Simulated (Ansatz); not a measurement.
# What BiN (model cell, started as zinc blende) distorts into

Aim: this structure of BiN (model cell, started as zinc blende) is to be tested for unstable modes, and one is followed downhill.

Method: DFT PBEsol, scalar-relativistic, plane waves, PAW, in Ansatz 0.2.0.

Most raw output is cut from this account.

The structure was built from a prototype and need not be the compound's stable phase.

### 1. The starting structure

It takes space group F-43m (No. 216, cubic). The conventional cell has a = 5.480 Å, b = 5.480 Å, c = 5.480 Å, α = 90.00°, β = 90.00°, γ = 90.00°. Bi has 4 N at 2.37 Å nearest. Nearest to N lie 4 Bi at 2.37 Å. Farther neighbours and most contacts between anions are not listed.

### 2. Phonons on a q mesh

The cell comes from relaxations at this level that are not shown. Stability and thermal properties need the whole zone. Linear response on a 4×4×4 q mesh gives force constants as far as a supercell of that size would.

input.yaml

```yaml
crystal:
  lattice:
    - [0.0, 2.7401716009, 2.7401716009]
    - [2.7401716009, 0.0, 2.7401716009]
    - [2.7401716009, 2.7401716009, 0.0]
  atoms:
    - { symbol: Bi, position: [0.0, 0.0, 0.0] }
    - { symbol: "N", position: [0.25, 0.25, 0.25] }
kpoints:
  mp_grid: { grid: [16, 16, 16] }
hamiltonian:
  xc: pbesol
scf:
  occupations: { method: methfessel_paxton, width: 0.2 }
output:
  eigenvalues: true
phonons:
  method: dfpt
  qmesh: [4, 4, 4]
  temperatures: { t_max: 1000, t_step: 50 }
  qpath:
    path:
      - [[0.0, 0.0, 0.0], [-0.5, -0.5, 0.0], [-0.375, -0.375, 0.25]]
      - [[-0.375, 0.0, 0.375], [0.0, 0.0, 0.0], [0.0, 0.0, 0.5], [-0.5, -0.25, 0.25], [-0.5, -0.5, 0.0]]
    npoints: 10
```

On the command line:

```bash
$ ansatz run input.yaml --threads 4 --pin off --max-ram 7168MiB --backend cpu --events-out ev --progress --plain --runs-dir out
```

Elapsed: 8.8 min, on 4 threads of Arm Neoverse V1, shared host; peak memory 4.5 GiB; 34 min of CPU time.

This step gave:

```
volume per atom                                         : 20.57 Å³
gap on the k-mesh                                       : 0 eV
sum-rule residual before enforcement                    : 6.96e-5 eV/Å²
lowest frequency on the path                            : -107.0 cm⁻¹
point group                                             : -43m
highest frequency on the path or at a solved wavevector : 310.1 cm⁻¹
highest optical mode at the zone centre (no LO-TO term) : 309.7 cm⁻¹
lowest optical zone-centre mode                         : 309.7 cm⁻¹
lowest mode on the q mesh (acoustic modes at Γ apart)   : -107.0 cm⁻¹
```

Frequencies (cm⁻¹) solved at each irreducible wavevector; negative means imaginary. Frequencies by wavevector, by row:

```tsv
q in reciprocal lattice units	star	mode 1	mode 2	mode 3	mode 4	mode 5	mode 6
0 0 0	1	0	0	0	309.7	309.7	309.7
0 0 0.25	8	-13	-13	62.1	248.9	292.1	292.1
0 0 -0.5	4	33	33	123.5	289.1	289.1	301.5
0 0.25 0.25	6	-72.7	-72.7	85	200.6	200.6	264
0 0.25 -0.5	24	-30.1	-20.4	113.7	182.6	205.8	295.9
0 0.25 -0.25	12	-27.1	22.6	103.8	205.5	275.5	285.8
0 -0.5 -0.5	3	-107	-107	108.9	111	111	272.9
0.25 -0.5 -0.25	6	-80.1	51.5	114.5	138.2	153.4	251.5
```

Interpolated from a 4×4×4 q mesh. Phonon branches along the path, in cm⁻¹:

```tsv
point	branch 1	branch 2	branch 3	branch 4	branch 5	branch 6
Γ	0	0	0	310	310	310
halfway	-73	-73	85	201	201	264
X	-107	-107	109	111	111	273
halfway	-90	-84	111	114	123	275
U	-37	-36	112	136	172	283
jump to K	-37	-36	112	136	172	283
halfway	-50	21	81	223	271	293
Γ	0	0	0	310	310	310
halfway	-13	-13	62	249	292	292
L	33	33	124	289	289	302
halfway	-21	46	119	206	244	299
W	-80	52	114	138	153	252
halfway	-87	-60	112	123	124	271
X	-107	-107	109	111	111	273
```

Symmetry leaves 8 wavevectors to solve. The lowest mode among them, the acoustic zeros apart, lies at q = (0, -0.5, -0.5) and is imaginary, 107.0i cm⁻¹, so the energy falls along it.

### 3. The mode frozen in, largest atomic shift 0 Å

The mode followed lies at q = (0, -0.5, -0.5) with frequency 107.0i cm⁻¹ and is 2-fold degenerate, the softest among the wavevectors solved. At small amplitude the distorted cell has space group no. 31 by a symmetry search on the positions. The undistorted cell that holds it gives the zero of energy on the same k mesh.

System of this step: BiN (model cell, started as zinc blende). Symmetry: F-43m, No. 216, cubic system. The conventional cell has a = 5.480 Å, b = 5.480 Å, c = 5.480 Å, α = 90.00°, β = 90.00°, γ = 90.00°. Nearest to Bi lie 4 N at 2.37 Å. Nearest to N lie 4 Bi at 2.37 Å. Farther neighbours and most contacts between anions are not listed.

input.yaml

```yaml
crystal:
  lattice:
    - [0.0, -2.7401716009, -2.7401716009]
    - [0.0, 2.7401716009, -2.7401716009]
    - [5.4803432018, 0.0, 0.0]
  atoms:
    - { symbol: Bi, position: [0.5, 0.5, 0.5] }
    - { symbol: Bi, position: [0.0, 0.0, 0.0] }
    - { symbol: "N", position: [0.0, 0.5, 0.75] }
    - { symbol: "N", position: [0.5, 0.0, 0.25] }
kpoints:
  mp_grid: { grid: [12, 12, 8] }
hamiltonian:
  xc: pbesol
scf:
  occupations: { method: methfessel_paxton, width: 0.2 }
output:
  forces: true
  stress: true
  eigenvalues: true
```

The job ended after 5.9 s (4 threads; peak memory 0.48 GiB).

Numbers from this step:

| Property | Result |
| --- | --- |
| pressure | -0.04101 GPa |
| energy from the undistorted cell | 0 meV/atom |

The run ends at a pressure of -0.04 GPa.

### 4. The mode frozen in, largest atomic shift 0.22 Å

The atoms are moved along the unstable eigenvector, the largest shift by 0.22 Å, with the cell fixed.

input.yaml, the sections that differ from step 3:

```yaml
crystal:
  lattice:
    - [0.0, -2.7401716009, -2.7401716009]
    - [0.0, 2.7401716009, -2.7401716009]
    - [5.4803432018, 0.0, 0.0]
  atoms:
    - { symbol: Bi, position: [0.493427475, 0.5, 0.5] }
    - { symbol: Bi, position: [0.006572525, 0.0, 0.0] }
    - { symbol: "N", position: [-0.0567714415, 0.5, 0.75] }
    - { symbol: "N", position: [0.5567714415, 0.0, 0.25] }
# kpoints, hamiltonian, scf, output: as in step 3
```

Run time: 12 s. Hardware: 4 threads; peak memory 0.62 GiB.

This step gave:

```yaml
pressure: -0.01735 GPa
energy_from_the_undistorted_cell: -2.817 meV/atom
```

The energy, extrapolated to zero smearing, is -2.82 meV/atom against the undistorted cell.

The run ends at a pressure of -0.02 GPa, with forces up to 0.40 eV/Å.

### 5. Energy along the mode, all amplitudes (two of the runs are shown above)

An imaginary frequency means negative curvature, so the energy should fall and then rise again as anharmonic terms take over.

Numbers from this step:

| Item | Value |
| --- | --- |
| depth at the lowest point sampled | 2.817 meV/atom |
| largest atomic shift at that point | 0.22 Å |

The energy from the parent by largest atomic shift:

```tsv
largest atomic shift (Å)	energy from the parent (meV/atom)
0.000	0
0.040	-0.123
0.080	-0.55
0.140	-1.59
0.220	-2.82
0.320	-0.793
0.450	25.9
```

Displacement at unit largest shift by atom:

```tsv
atom	x (Å)	y (Å)	z (Å)	size
Bi1	0.000	0.082	0.082	0.116
Bi2	0.000	-0.082	-0.082	0.116
N3	0.000	0.707	0.707	1.000
N4	0.000	-0.707	-0.707	1.000
```

The lowest of the steps tried is at 0.22 Å, 2.82 meV/atom below the parent; the bottom of the well need not coincide with a step.

### 6. Relaxation from the frozen mode

Starting from the lowest point found, all atoms and the cell are let go, so that strain and other modes of the same symmetry can join in.

Changes to input.yaml since step 4:

```diff
@@ -20 +20,6 @@
   eigenvalues: true
+relax:
+  adjacent_minimum: "off"
+  f_tol: 0.002
+  max_steps: 120
+  cell: { stress_tol: 0.03 }
```

Wall time 8.4 min (4 threads); peak memory 0.78 GiB; 33 min of CPU time.

Step by step (22 of 40):

```tsv
step	energy less that of the first step (eV)	largest force component (eV/Å)	pressure (GPa)	volume (Å³)
1	0.0000	0.2944	-0.02	82.30
3	-0.0763	0.2598	-0.90	80.63
5	-0.1522	0.3303	-1.71	79.83
7	-0.4646	0.2294	-0.80	76.87
8	-0.6158	0.2963	0.82	76.23
10	-0.8541	0.2274	-2.29	76.97
12	-0.8936	0.0721	0.22	74.30
14	-0.9052	0.0454	0.10	73.70
16	-0.9062	0.0008	-0.01	73.71
18	-0.9063	0.0007	-0.01	73.71
20	-0.9063	0.0002	0.00	73.71
21*	-0.9020	0.0006	-0.07	73.71
23	-0.9096	0.0463	0.28	73.64
25	-0.9659	0.0290	0.78	73.70
27	-0.9691	0.0164	0.10	74.16
29	-0.9690	0.0002	0.00	74.23
31	-1.0046	0.0271	0.26	75.18
33	-1.0052	0.0058	-0.03	76.94
34	-1.0052	0.0012	0.00	76.95
36	-1.0129	0.0009	0.04	77.32
38*	-1.0137	0.0010	0.00	77.54
40*	-1.0138	0.0003	0.00	77.66
```

Relaxation steps marked * repeat the geometry before them on a plane-wave basis chosen anew for their cell, so energy and pressure can jump there. Other such steps can lie between the rows shown. Relaxation steps 11, 19, 26 were tried and not accepted.

The run keeps the 4 symmetry operations that it works with, so distortions that break them were not tested.

```tsv
cell as run	before	after	change
a (Å)	3.875	4.863	+25.5 %
b (Å)	3.875	3.623	-6.5 %
c (Å)	5.480	4.407	-19.6 %
volume (Å³/atom)	20.57	19.42	-5.6 %
```

The atoms that moved most (Å, as changes of fractional coordinates times the final cell):

```tsv
atom	dx	dy	dz	length
N3	0.551	0.826	0.826	1.291
N4	0.551	-0.826	-0.826	1.291
Bi2	-0.551	0.120	0.120	0.576
Bi1	-0.551	-0.120	-0.120	0.576
```

The relaxed structure:

```xyz
4
Lattice="0.0000 -3.4390 -3.4390 0.0000 2.5620 -2.5620 4.4072 0.0000 0.0000" Properties=species:S:1:pos:R:3 pbc="T T T"
Bi    1.6527   -0.5360   -3.0980
Bi   -0.5509    0.0975    0.0975
N     3.8563    2.3019   -0.2601
N     1.6527   -2.7404   -2.7404
```

Numbers from this step:

```yaml
pressure: 0.004792 GPa
volume_per_atom: 19.42 Å³
gap_on_the_k_mesh: 0.1310 eV
```

The distorted start has space group Pmn2_1; the relaxation ends in Pmmn.

### 7. The new phase in its own primitive cell

The relaxed structure is symmetrised, reduced to its primitive cell and relaxed tightly, as its phonons need.

input.yaml, the sections that differ from step 6:

```yaml
crystal:
  lattice:
    - [3.6232766015, 0.0, 0.0]
    - [0.0, 4.4071893273, 0.0]
    - [0.0, 0.0, 4.863480764]
  atoms:
    - { symbol: Bi, position: [0.5, 0.0, 0.278348829] }
    - { symbol: Bi, position: [0.0, 0.5, 0.721651171] }
    - { symbol: "N", position: [0.5, 0.5, 0.4531476897] }
    - { symbol: "N", position: [0.0, 0.0, 0.5468523103] }
kpoints:
  mp_grid: { grid: [8, 8, 6] }
relax:
  adjacent_minimum: "off"
  f_tol: 0.001
  max_steps: 60
  cell: { stress_tol: 0.01 }
# hamiltonian, scf, output: as in step 6
```

It took 28 s on 4 threads; peak memory 0.49 GiB; 1.8 min of CPU time.

Step by step:

```tsv
step	energy less that of the first step (eV)	largest force component (eV/Å)	pressure (GPa)	volume (Å³)
1	0.0000	0.0106	0.00	77.66
2	0.0001	0.0308	0.02	77.71
3	0.0000	0.0012	0.00	77.66
4	-0.0002	0.0026	-0.02	77.60
5	-0.0003	0.0003	0.00	77.53
6	-0.0003	0.0005	0.00	77.53
7*	-0.0001	0.0005	-0.01	77.53
8	-0.0002	0.0011	0.01	77.49
9	-0.0002	0.0000	0.00	77.49
10*	-0.0001	0.0000	0.00	77.49
```

Relaxation steps marked * repeat the geometry before them on a plane-wave basis chosen anew for their cell, so energy and pressure can jump there. Relaxation step 2 was tried and not accepted.

The run keeps the 8 symmetry operations that it works with, so distortions that break them were not tested.

```tsv
conventional cell, symmetrised	before	after	change
a (Å)	3.623	3.622	-0.0 %
b (Å)	4.407	4.415	+0.2 %
c (Å)	4.863	4.846	-0.4 %
volume (Å³/atom)	19.42	19.37	-0.2 %
```

Final coordinates:

```xyz
4
Lattice="3.6217 0.0000 0.0000 0.0000 4.4152 0.0000 0.0000 0.0000 4.8463" Properties=species:S:1:pos:R:3 pbc="T T T"
Bi    1.8109    0.0000    1.3478
Bi    0.0000    2.2076    3.4985
N     1.8109    2.2076    2.1923
N     0.0000    0.0000    2.6540
```

Numbers from this step:

```
pressure           : -5.14e-4 GPa
volume per atom    : 19.37 Å³
gap on the k-mesh  : 0.1677 eV
direct gap on mesh : 0.3140 eV
```

The largest force component left is 0.015 meV/Å and the pressure is -0.001 GPa, within the tolerances set. The cell now holds 19.37 Å³/atom.

### 8. Modes of the new phase, k-mesh 8×8×6

A relaxed structure may still be a saddle point, so its zone-centre modes are computed. No field response is asked.

input.yaml, the sections that differ from step 7:

```yaml
crystal:
  lattice:
    - [3.6217135725, 0.0, 0.0]
    - [0.0, 4.415220771, 0.0]
    - [0.0, 0.0, 4.8462605017]
  atoms:
    - { symbol: Bi, position: [0.5, 0.0, 0.2781012437] }
    - { symbol: Bi, position: [0.0, 0.5, 0.7218987563] }
    - { symbol: "N", position: [0.5, 0.5, 0.4523671436] }
    - { symbol: "N", position: [0.0, 0.0, 0.5476328564] }
output:
  eigenvalues: true
phonons:
  method: dfpt
# kpoints, hamiltonian, scf: as in step 7
# relax: removed
```

It took 35 s on 4 threads; peak memory 0.97 GiB; 2.2 min of CPU time.

Numbers from this step:

* sum-rule residual before enforcement: 5.04e-5 eV/Å²
* point group: mmm
* highest optical mode at the zone centre (no LO-TO term): 486.9 cm⁻¹
* lowest optical zone-centre mode: 94.37 cm⁻¹

Patterns of degenerate modes are one choice out of their space. The modes at Γ (shares of kinetic energy by element, %):

```tsv
mode	frequency (cm⁻¹)	symmetry	Bi %	N %
1	0.0	acoustic	94	6
2	0.0	acoustic	94	6
3	0.0	acoustic	94	6
4	94.4	B3g	100	0
5	96.5	B2g	98	2
6	143.0	Ag	99	1
7	225.6	B2u	6	94
8	390.5	B3u	6	94
9	459.4	Ag	1	99
10	478.7	B2g	2	98
11	483.5	B1u	6	94
12	486.9	B3g	0	100
```

Displacements in mode 4 (94.4 cm⁻¹), the largest set to 1:
```
Bi1  0.00  1.00  0.00
Bi2  0.00 -1.00  0.00
N3   0.00  0.14  0.00
N4   0.00 -0.14  0.00
```

Displacements in mode 12 (486.9 cm⁻¹), the largest set to 1:
```
Bi1  0.00  0.01  0.00
Bi2  0.00 -0.01  0.00
N3   0.00 -1.00  0.00
N4   0.00  1.00  0.00
```

Before it was imposed, the acoustic sum rule was missed by 5.0e-5 eV/Å². Small misses are needed for a sound result but don't prove that mesh and cutoff are converged. The lowest optical mode is real, 94.4 cm⁻¹.

### 9. Summary of results

```yaml
unstable_mode_of_the_parent: q = (0, -0.5, -0.5), 107i cm⁻¹
depth_at_the_lowest_point_sampled: 2.82 meV/atom
largest_atomic_shift_at_that_point: 0.22 Å
space_group_reached_within_0p01_a: Pmmn
energy_gained_over_the_parent_first_relaxation_on_the_mesh_of_the_frozen_mode: 257 meV/atom
volume_per_atom_phase_reached: 19.4 Å³
gap_on_the_k_mesh_phase_reached: 0.168 eV
lowest_optical_zone_centre_mode_phase_reached: 94.4 cm⁻¹
highest_optical_mode_at_the_zone_centre_no_lo_to_term_phase_reached: 487 cm⁻¹
```

Along this mode the structure falls into Pmmn, 257 meV/atom below the parent. At the parent's cell the well is 2.817 meV/atom deep on the steps tried, with its lowest point at a shift of 0.22 Å. Relaxing atoms and cell changes the gain by +253.81 meV/atom against the lowest step (energies at zero smearing). Most of the total comes from this relaxation. The new phase has no imaginary mode at the zone centre of its cell; other wavevectors were not checked. Of the 4 patterns followed to their end from this parent, this one reaches the lowest energy. Each path keeps the symmetry of its pattern, so a lower phase may lie along a pattern not tried. With no gap, or one that is small against the smearing, the frequencies hang on the k mesh and the smearing, most of all near Kohn anomalies. Spin-orbit coupling is left out, which can matter for the heavy elements here. A phonon run warned that its eigensolver left some bands unconverged in a pass. The starting cell was built on a prototype and not taken from a measurement, so the phase need not exist.

[Logs are printed without paths, hosts, clocks, repeated set-up lines and the standing remarks that a program may print on its own settings, such as how far it seeks lower states.]

[Hosts, paths, dates, database ids (printed as entryN), source tags and the programs' standing remarks are cut or masked in the printed files.]
